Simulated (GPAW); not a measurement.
# Screening of a field by a 9-layer slab of Sr(110), part 2 of 2

Aim: the dipole that a field along the normal induces in a 9-layer slab of Sr(110).

GPAW 26.7.0; GPAW, PAW setups; slab in vacuum, relaxation (the session's first sound run).

So far. Step 8 (Field on): The dipole is now 0.320 e Å, against -2.9e-4 in the run without a field. Step 9 (In a field): The dipole is now 0.642 e Å, against -2.9e-4 in the run without a field.

## 10. In a field

run.py reads:

```python
import json
import numpy as np
from ase import Atoms
from gpaw import GPAW, PW
from gpaw.external import ConstantElectricField

slab = Atoms(
    ['Sr', 'Sr', 'Sr', 'Sr', 'Sr', 'Sr', 'Sr', 'Sr', 'Sr'],
    positions=[
        [0.00000, 0.00000, 7.00000],
        [3.04000, 2.14960, 9.14960],
        [0.00000, 0.00000, 11.29921],
        [3.04000, 2.14960, 13.44881],
        [0.00000, 0.00000, 15.59855],
        [3.04000, 2.14960, 17.74406],
        [0.00000, -0.00000, 19.93890],
        [3.04000, 2.14960, 22.03576],
        [0.00000, 0.00000, 24.15301]],
    cell=[[6.08, 0.0, 0.0], [0.0, 4.29921, 0.0], [0.0, 0.0, 31.19684]],
    pbc=[True, True, False])

slab.calc = GPAW(mode=PW(400), xc='PBE', kpts={'size': (5, 7, 1), 'gamma': True},
                 occupations={'name': 'fermi-dirac', 'width': 0.1}, nbands='160%',
                 convergence={'density': 1e-05}, maxiter=200,
                 poissonsolver={'dipolelayer': 'xy'},
                 external=ConstantElectricField(0.3, [0, 0, 1]),
                 symmetry={'tolerance': 1e-3}, txt='slab.txt')
result = {}
energy = slab.get_potential_energy()
fermi = slab.calc.get_fermi_level()
v = slab.calc.get_electrostatic_potential().mean((0, 1)) - fermi
n = slab.calc.get_pseudo_density().mean((0, 1))
L = slab.cell[2, 2]
z = np.arange(len(v)) * L / len(v)
low, high = slab.positions[:, 2].min(), slab.positions[:, 2].max()
below, above = np.interp([low - 4.8, high + 4.8], z, v)
slopes = [np.interp(x, z, np.gradient(v, z)) for x in (low - 4.8, high + 4.8)]
eps = np.array([[slab.calc.get_eigenvalues(k, s) for k in range(len(slab.calc.get_ibz_k_points()))]
                for s in range(slab.calc.get_number_of_spins())]) - fermi
top, bottom = eps[eps < 0].max(), eps[eps > 0].min()
dipole = slab.get_dipole_moment()[2]
print(f'energy {energy:.4f} eV, Fermi level {fermi:.4f} eV, dipole {dipole:.5f} e A')
print(f'potential 4.8 A off the faces, from the Fermi level: lower {below:.4f} eV, upper {above:.4f} eV')
print(f'slope of the potential there: lower {slopes[0]:.5f}, upper {slopes[1]:.5f} eV/A')
print(f'nearest levels on the mesh: {top:.4f} and {bottom:.4f} eV')
print('magnetic moment', round(slab.get_magnetic_moment(), 3))
result.update(energy=energy, fermi=fermi, dipole=dipole, below=below, above=above, slopes=slopes, edges=[top, bottom],
              z=z.tolist(), v=v.tolist(), n=n.tolist(), positions=slab.positions.tolist(),
              forces=slab.get_forces(apply_constraint=False).tolist(), moments=slab.get_magnetic_moments().tolist())
json.dump(result, open('result.json', 'w'))
```

Launch:

```bash
OMP_NUM_THREADS=1 OPENBLAS_NUM_THREADS=1 python run.py
```

Run time: 6.3 min. Hardware: 1 thread of Intel Xeon 6975P-C (Granite Rapids), shared host; peak memory 0.72 GiB.

The electrostatic potential energy of an electron (without an applied field's), less the Fermi level, planar mean oscillates, so the rows of the table below give means over windows of 2.17 Å about each position, cut where the curve ends. Its maxima inside the range that stand out by 2 % of the span (Å: eV): 0.4: 6.00, 8.1: 1.28, 10.2: 0.803, 12.3: 0.130, 14.5: -0.512, 16.7: -1.19, 18.8: -1.65, 21.0: -2.63, 23.1: -3.29. Its minima: 7.0: -4.50, 9.2: -4.78, 11.3: -5.53, 13.4: -6.19, 15.6: -6.85, 17.8: -7.48, 19.9: -8.15, 22.0: -8.68, 24.2: -9.67.

Table of electrostatic potential energy of an electron (without an applied field's), less the Fermi level, planar mean by z; means over each step:

```tsv
z (Å)	electrostatic potential energy of an electron (without an applied field's), less the Fermi level, planar mean (eV)
1.08	5.71
3.25	5.92
5.42	4.11
7.59	-1.18
9.77	-1.63
11.93	-2.33
14.11	-2.98
16.27	-3.65
18.45	-4.15
20.62	-5.08
22.79	-5.77
24.95	-4.71
27.12	-0.784
29.30	-0.676
```

The dipole is now 0.964 e Å, against -2.9e-4 in the run without a field.

## 11. The series

The members are put on one axis.

This step: induced dipole against applied field (GPAW 26.7.0).

Table of dipole along the normal by field:

```tsv
field (V/Å)	dipole along the normal (e·Å)
-0.200	-0.642
-0.100	-0.321
-0.050	-0.161
0.000	-2.9e-4
0.050	0.160
0.100	0.320
0.200	0.642
0.300	0.964
```

## 12. A changed run

One more run, with changed settings.

This step: GPAW, PAW setups; slab in vacuum (GPAW 26.7.0).

run.py, as its differences from that of step 10:

```diff
@@ -4,3 +4,2 @@
 from gpaw import GPAW, PW
-from gpaw.external import ConstantElectricField
 
@@ -21,7 +20,6 @@
 
-slab.calc = GPAW(mode=PW(400), xc='PBE', kpts={'size': (5, 7, 1), 'gamma': True},
+slab.calc = GPAW(mode=PW(100), xc='PBE', kpts={'size': (5, 7, 1), 'gamma': True},
                  occupations={'name': 'fermi-dirac', 'width': 0.1}, nbands='160%',
-                 convergence={'density': 1e-05}, maxiter=200,
+                 convergence={'density': 1e-05}, maxiter=100,
                  poissonsolver={'dipolelayer': 'xy'},
-                 external=ConstantElectricField(0.3, [0, 0, 1]),
                  symmetry={'tolerance': 1e-3}, txt='slab.txt')
```

The job ended after 67 s (1 thread; peak memory 0.18 GiB).

The run finished. A setting was moved off its sound value on purpose, so it serves as a test and not as the result.

The fault put into the input: a cutoff far too low (ecut = 100).

Side by side:

```tsv
quantity	this run	sound run	difference
upper work function (eV)	2.6662	2.5968	0.0694
lower work function (eV)	2.6647	2.5947	0.0700
```

One result that differs is the lower work function, 2.66 eV against 2.59 eV.

## 13. Results

```yaml
work_function_both_faces: 2.60 eV
dipole_along_the_normal: -2.9e-4 e Å
induced_dipole_per_field: 3.21 e Å per V/Å
out_of_plane_polarisability_per_area_alpha_eps_0_a: 22.2 Å
```

**Reading.** The field induces 3.21 e Å per V/Å, a polarisable thickness α/(ε0 A) of 22.2 Å beside 17.2 Å between the outermost nuclei. A perfect conductor would give the distance between its two image planes; a dielectric of thickness t gives t(1 - 1/ε). The measured value for polycrystalline Sr, which weights the faces of low work function, is 2.59 eV (as compiled in "Anisotropic work function of elemental crystals", 2019, arxiv:1902.07811); the relaxed upper face lies 0.0068 eV over it with PBE. Measured work functions scatter by a tenth of an eV or more between methods. The induced dipole is linear in the field over this range. The small printed dipole stands for a step of 2.0 meV from the lower to the upper face, and the probes find 2.1 meV; values this small are near the numerical noise of both. The in-plane lattice was kept as typed, which isn't the functional's own and leaves some strain; spin-orbit coupling and temperature are left out.

[Logs are printed without paths, hosts, clocks, repeated set-up lines and the standing remarks that a program may print on its own settings, such as how far it seeks lower states.]

[Hosts, paths, dates, database ids (printed as entryN), source tags and the programs' standing remarks are cut or masked in the printed files.]
